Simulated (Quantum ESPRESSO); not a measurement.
# Dipole at the next field: Y2COS MXene, 1 layer

**Set-up.** Quantum ESPRESSO 7.5, PBE, GBRV ultrasoft; sawtooth field along the normal with dipole correction, ions clamped, threshold 1e-9 Ry; cell area 11.442 Å².

| field (V/Å) | dipole (e Å a cell) |
| --- | --- |
| 0 | 0.10489 |
| 0.1 | 0.14846 |
| 0.2 | 0.19204 |

To predict: What is the dipole at 0.3 V/Å, and what electrostatic thickness 4πα/A follows from the rows?

**Worked estimate.** The slope is (0.19204 − (0.10489))/0.2 = 0.4357 e Å²/V, so 4πα/A = 180.95 × 0.4357/11.442 = 6.89 Å. Linear response gives p = 0.10489 + 0.4357 × (0.3) = 0.23561 e Å; a parabola through the three rows gives 0.23563.

What the calculation gave: p = 0.23561 e Å. The line misses by 0.0 % of the induced dipole and the parabola by 0.0 %. The response is linear over this range.

**Limits.** Electrons alone respond; local and semilocal functionals tend to overscreen.
